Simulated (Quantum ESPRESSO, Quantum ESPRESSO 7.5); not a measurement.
# W(110): thickness series by an ASE script

Aim: how the work function and the surface energy of W(110) settle with the number of layers.

Calculated with Quantum ESPRESSO 7.5; plane-wave DFT, PBE, GBRV ultrasoft pseudopotentials.

The experiments to compare with:

For W (clean (110) face), “Anisotropic work function of elemental crystals” (2019, arxiv:1902.07811) quotes earlier work: work function (clean (110) face) 5.25 eV.

### 1. The starting structure

The cell holds 8 atoms: 8 W. Cell: a = 2.737 Å, b = 2.737 Å, c = 30.641 Å, α = 90.0°, β = 90.0°, γ = 70.5°. It derives from W. Vacuum lies along c.

Coordinates:

```
W
1.0
     2.23446   -1.58000    0.00000
     2.23446    1.58000    0.00000
     0.00000    0.00000   30.64120
W
8
Direct
  0.00000 0.00000 0.24477
  0.50000 0.50000 0.31769
  0.00000 0.00000 0.39062
  0.50000 0.50000 0.46354
  0.00000 0.00000 0.53646
  0.50000 0.50000 0.60938
  0.00000 0.00000 0.68231
  0.50000 0.50000 0.75523
```

### 2. The script

ASE writes the inputs, starts pw.x and reads the results. Under ESM bc1 the zero of energy of a symmetric slab is the vacuum, so the work function is minus the Fermi level.

Contents of run.py:

```python
import json
import numpy as np
from ase.build import bcc110
from ase.calculators.espresso import Espresso, EspressoProfile

profile = EspressoProfile(command='mpirun -n 4 pw.x -nk 4', pseudo_dir='../pseudo')
pseudopotentials = {'W': 'w_pbe_v1.2.uspp.F.UPF'}
system = {'ecutwfc': 40, 'ecutrho': 200, 'occupations': 'smearing', 'smearing': 'mv', 'degauss': 0.02}


def calculator(name, kpts, **extra):
    data = dict(control=dict(tprnfor=True, verbosity='high', disk_io='none'),
                system=system | extra,
                electrons=dict(conv_thr=1e-07, mixing_beta=0.4, mixing_mode='local-TF',
                               electron_maxstep=100))
    return Espresso(profile=profile, directory=name, pseudopotentials=pseudopotentials, kpts=kpts, input_data=data)


def centre(atoms):
    z = atoms.positions[:, 2]
    atoms.positions[:, 2] -= (z.max() + z.min()) / 2  # ESM wants the slab about z = 0
    return atoms


rows = []
for n in [3, 4, 5, 6, 7, 8]:
    slab = centre(bcc110('W', size=(1, 1, n), a=3.16, vacuum=7.5, periodic=True))
    slab.set_initial_magnetic_moments([0.0] * n)
    slab.calc = calculator(f'n{n}', (12, 12, 1), assume_isolated='esm', esm_bc='bc1')
    energy = slab.get_potential_energy()
    work = -slab.calc.get_fermi_level()
    force = slab.get_forces()[-1, 2]
    rows.append([n, energy, work, force])
    print(f'{n} layers: E = {energy:.5f} eV, work function {work:.3f} eV, force on the top atom {force:+.3f} eV/A')

n, energy = np.array(rows)[:, :2].T
slope, offset = np.polyfit(n[1:], energy[1:], 1)
area = np.linalg.norm(np.cross(*slab.cell[:2]))
gamma = offset / (2 * area) * 16.0218
print(f'bulk energy from the slope {slope:.5f} eV an atom; unrelaxed surface energy {gamma:.3f} J/m^2')
json.dump(dict(rows=rows, slope=slope, gamma=gamma), open('result.json', 'w'))
```

The run is started by

```sh
OMP_NUM_THREADS=1 python run.py
```

The log of the run:

```text
3 layers: E = -6492.55784 eV, work function 4.905 eV, force on the top atom -0.322 eV/A
4 layers: E = -8657.79840 eV, work function 4.907 eV, force on the top atom -0.335 eV/A
5 layers: E = -10822.95595 eV, work function 4.880 eV, force on the top atom -0.299 eV/A
6 layers: E = -12988.14480 eV, work function 4.909 eV, force on the top atom -0.355 eV/A
7 layers: E = -15153.31692 eV, work function 4.902 eV, force on the top atom -0.338 eV/A
8 layers: E = -17318.48158 eV, work function 4.908 eV, force on the top atom -0.302 eV/A
bulk energy from the slope -2165.17273 eV an atom; unrelaxed surface energy 3.287 J/m^2
```

Wall time 21 min (4 MPI ranks of Arm Neoverse V2, shared host); peak memory 1.2 GiB.

The input that ASE wrote for the first run, and its log:

```
&CONTROL
   verbosity        = 'high'
   tprnfor          = .true.
   disk_io          = 'none'
   pseudo_dir       = '../pseudo'
/
&SYSTEM
   ecutwfc          = 40
   ecutrho          = 200
   occupations      = 'smearing'
   degauss          = 0.02
   smearing         = 'mv'
   assume_isolated  = 'esm'
   esm_bc           = 'bc1'
   ntyp             = 1
   nat              = 3
   ibrav            = 0
/
&ELECTRONS
   electron_maxstep = 100
   conv_thr         = 1e-07
   mixing_mode      = 'local-TF'
   mixing_beta      = 0.4
/
&IONS
/
&CELL
/
&FCP
/
&RISM
/
ATOMIC_SPECIES
W 183.84 w_pbe_v1.2.uspp.F.UPF

K_POINTS automatic
12 12 1  0 0 0

CELL_PARAMETERS angstrom
3.16000000000000 0.00000000000000 0.00000000000000
1.58000000000000 2.23445742854949 0.00000000000000
0.00000000000000 0.00000000000000 19.46891485709898

ATOMIC_POSITIONS angstrom
W 0.0000000000 0.0000000000 -2.2344574285  
W 0.0000000000 2.2344574285 0.0000000000  
W 0.0000000000 0.0000000000 2.2344574285
```

```text
Program PWSCF v.7.5 starts

     Parallel version (MPI & OpenMP), running on       4 processor cores
     Number of MPI processes:                 4
     Threads/MPI process:                     1

     MPI processes distributed on     1 nodes

Warning: card &CELL ignored
Warning: card &FCP ignored
Warning: card &RISM ignored

     Current dimensions of program PWSCF are:
     Max number of different atomic species (ntypx) = 10
     Max number of k-points (npk) =  40000
     Max angular momentum in pseudopotentials (lmaxx) =  4
     Message from routine setup:
     using ibrav=0 with symmetry is DISCOURAGED, use correct ibrav instead

     K-points division:     npool     =       4
     Subspace diagonalization in iterative solution of the eigenvalue problem:
     a serial algorithm will be used

     G-vector sticks info
     --------------------
     sticks:   dense  smooth     PW     G-vecs:    dense   smooth      PW
     Sum         399     321    117                44343    31685    6523

     Using Slab Decomposition

     bravais-lattice index     =            0
     lattice parameter (alat)  =       5.9715  a.u.
     unit-cell volume          =     927.6785 (a.u.)^3
     number of atoms/cell      =            3
     number of atomic types    =            1
     number of electrons       =        42.00
     number of Kohn-Sham states=           25
     kinetic-energy cutoff     =      40.0000  Ry
     charge density cutoff     =     200.0000  Ry
     scf convergence threshold =      1.0E-07
     mixing beta               =       0.4000
     number of iterations used =            8  local-TF  mixing
     Exchange-correlation= SLA  PW   PBE  PBE
                           (   1   4   3   4   0   0   0)

     Effective Screening Medium Method
     =================================
     Boundary Conditions: Vacuum-Slab-Vacuum
     total charge in unit cell        =   0.0000
     grid points for fit at edges     =        4

[... 10 lines left out ...]
     PseudoPot. # 1 for W  read from file:
     ../pseudo/w_pbe_v1.2.uspp.F.UPF
     Pseudo is Ultrasoft + core correction, Zval = 14.0
     Generated by new atomic code, or converted to UPF format
     Using radial grid of  923 points,  8 beta functions with:
                l(1) =   0
                l(2) =   0
                l(3) =   0
                l(4) =   1
                l(5) =   1
                l(6) =   2
                l(7) =   2
                l(8) =   3
     Q(r) pseudized with  6 coefficients,  rinner =    1.350   1.350   1.350
                                                       1.350   1.350   1.350
                                                       1.350

     atomic species   valence    mass     pseudopotential
     W                14.00   183.84000     W ( 1.00)

      8 Sym. Ops., with inversion, found

                                    s                        frac. trans.

[... 216 lines left out ...]

     Dynamical RAM for                spsi:       3.02 MB

     Dynamical RAM for      wfcinit/wfcrot:       3.04 MB

     Dynamical RAM for           addusdens:      64.95 MB

     Dynamical RAM for          addusforce:      65.48 MB

     Estimated static dynamical RAM per process >      41.11 MB

     Estimated max dynamical RAM per process >     117.42 MB

     Estimated total dynamical RAM >     437.19 MB

     Initial potential from superposition of free atoms

     starting charge      41.6990, renormalised to      42.0000

     negative rho (up, down):  1.870E-01 0.000E+00
     Starting wfcs are   39 randomized atomic wfcs

     total cpu time spent up to now is        1.2 secs

     per-process dynamical memory:    49.9 Mb

     Self-consistent Calculation

     iteration #  1     ecut=    40.00 Ry     beta= 0.40
     Davidson diagonalization with overlap

---- Real-time Memory Report at c_bands before calling an iterative solver
           116 MiB given to the printing process from OS
            50 MiB allocation reported by mallinfo(arena+hblkhd)
------------------
     ethr =  1.00E-02,  avg # of iterations =  1.4

     Threshold (ethr) on eigenvalues was too large:
     Diagonalizing with lowered threshold

     Davidson diagonalization with overlap

---- Real-time Memory Report at c_bands before calling an iterative solver
           147 MiB given to the printing process from OS
            55 MiB allocation reported by mallinfo(arena+hblkhd)
------------------
     ethr =  6.09E-04,  avg # of iterations =  5.3

     negative rho (up, down):  1.865E-01 0.000E+00

     total cpu time spent up to now is        4.9 secs

     total energy              =    -477.22989094 Ry
     estimated scf accuracy    <       0.40668047 Ry

     iteration #  2     ecut=    40.00 Ry     beta= 0.40

---- Real-time Memory Report at c_bands before calling an iterative solver
           157 MiB given to the printing process from OS
            68 MiB allocation reported by mallinfo(arena+hblkhd)
------------------

     total energy              =    -477.14060143 Ry
     estimated scf accuracy    <       0.24399487 Ry

[... 217 lines left out ...]
     iteration # 33     ecut=    40.00 Ry     beta= 0.40

---- Real-time Memory Report at c_bands before calling an iterative solver
           167 MiB given to the printing process from OS
            76 MiB allocation reported by mallinfo(arena+hblkhd)
------------------

     total energy              =    -477.19423910 Ry
     estimated scf accuracy    <       0.00000012 Ry

     iteration # 34     ecut=    40.00 Ry     beta= 0.40

---- Real-time Memory Report at c_bands before calling an iterative solver
           167 MiB given to the printing process from OS
            76 MiB allocation reported by mallinfo(arena+hblkhd)
------------------

     End of self-consistent calculation

          k = 0.0000 0.0000 0.0000 (  3941 PWs)   bands (ev):

   -79.0604 -78.8943 -78.8802 -43.7263 -43.2632 -42.9614 -42.8033 -42.7060
   -42.6201 -42.5527 -42.4304 -42.4301 -13.6049 -11.5358 -10.9028  -8.0635
    -7.0010  -6.4654  -6.3128  -6.1010  -5.5863  -5.1673  -4.3357  -3.0725
    -2.7788

     occupation numbers
     1.0000   1.0000   1.0000   1.0000   1.0000   1.0000   1.0000   1.0000
     1.0000   1.0000   1.0000   1.0000   1.0000   1.0000   1.0000   1.0000
     1.0000   1.0000   1.0000   1.0000   1.0103   1.0155   0.0002   0.0000
     0.0000

[... 352 lines left out ...]
   -42.9950 -42.7915 -42.6061 -42.5580 -10.3227 -10.0647  -8.8310  -8.0370
```

Read from the output:

* surface energy: 3.287 J/m²
* work function of the thickest slab: 4.908 eV

Work function against layers:

```csv
layers,work function (eV)
3.00,4.90
4.00,4.91
5.00,4.88
6.00,4.91
7.00,4.90
8.00,4.91
```

The force on the top atom along the normal by layers:

```csv
layers,force on the top atom along the normal (eV/Å)
3.00,-0.322
4.00,-0.335
5.00,-0.299
6.00,-0.355
7.00,-0.338
8.00,-0.302
```

Table of energy less the bulk line's slope by layers:

```csv
layers,energy less the bulk line's slope (meV)
3.00,2960
4.00,2893
5.00,2908
6.00,2892
7.00,2892
8.00,2900
```

### 3. The script: LDA, GBRV ultrasoft

Level of this step: plane-wave DFT, LDA, GBRV ultrasoft pseudopotentials (Quantum ESPRESSO 7.5).

run.py is the input of step 2 with these lines changed:

```diff
@@ -6,3 +6,3 @@
 profile = EspressoProfile(command='mpirun -n 4 pw.x -nk 4', pseudo_dir='../pseudo')
-pseudopotentials = {'W': 'w_pbe_v1.2.uspp.F.UPF'}
+pseudopotentials = {'W': 'w_lda_v1.2.uspp.F.UPF'}
 system = {'ecutwfc': 40, 'ecutrho': 200, 'occupations': 'smearing', 'smearing': 'mv', 'degauss': 0.02}
```

The run is started by

```sh
OMP_NUM_THREADS=1 python run.py
```

The log of the run:

```text
3 layers: E = -6495.90007 eV, work function 5.177 eV, force on the top atom -0.952 eV/A
4 layers: E = -8662.41653 eV, work function 5.175 eV, force on the top atom -0.986 eV/A
5 layers: E = -10828.84277 eV, work function 5.159 eV, force on the top atom -0.910 eV/A
6 layers: E = -12995.30010 eV, work function 5.182 eV, force on the top atom -0.988 eV/A
7 layers: E = -15161.74132 eV, work function 5.171 eV, force on the top atom -0.968 eV/A
8 layers: E = -17328.17351 eV, work function 5.176 eV, force on the top atom -0.948 eV/A
bulk energy from the slope -2166.44125 eV an atom; unrelaxed surface energy 3.804 J/m^2
```

Elapsed: 20 min, on 4 MPI ranks; peak memory 1.2 GiB.

Numbers from this step:

* surface energy: 3.804 J/m²
* work function of the thickest slab: 5.176 eV

Table of work function by layers:

```csv
layers,work function (eV)
3.00,5.18
4.00,5.18
5.00,5.16
6.00,5.18
7.00,5.17
8.00,5.18
```

Force on the top atom along the normal against layers:

```csv
layers,force on the top atom along the normal (eV/Å)
3.00,-0.952
4.00,-0.986
5.00,-0.910
6.00,-0.988
7.00,-0.968
8.00,-0.948
```

Table of energy less the bulk line's slope by layers:

```csv
layers,energy less the bulk line's slope (meV)
3.00,3424
4.00,3348
5.00,3363
6.00,3347
7.00,3347
8.00,3356
```

(Continued in part 2 of 2.)

[Long decimals in the printed logs are rounded to 6 places.]

[Repeated lines of the later SCF iterations (solver, time, negative density, dipole) and banner, clock, host and MPI lines are left out of these logs without a mark at each place.]

[Logs are printed without paths, hosts, clocks, repeated set-up lines and the standing remarks that a program may print on its own settings, such as how far it seeks lower states.]

[Hosts, paths, dates, database ids (printed as entryN), source tags and the programs' standing remarks are cut or masked in the printed files.]

[Maps of the electrostatic potential energy from Ansatz leave out the sawtooth potential of an applied field or a dipole correction, so their vacuum need not be flat; planar profiles and work functions include it.]
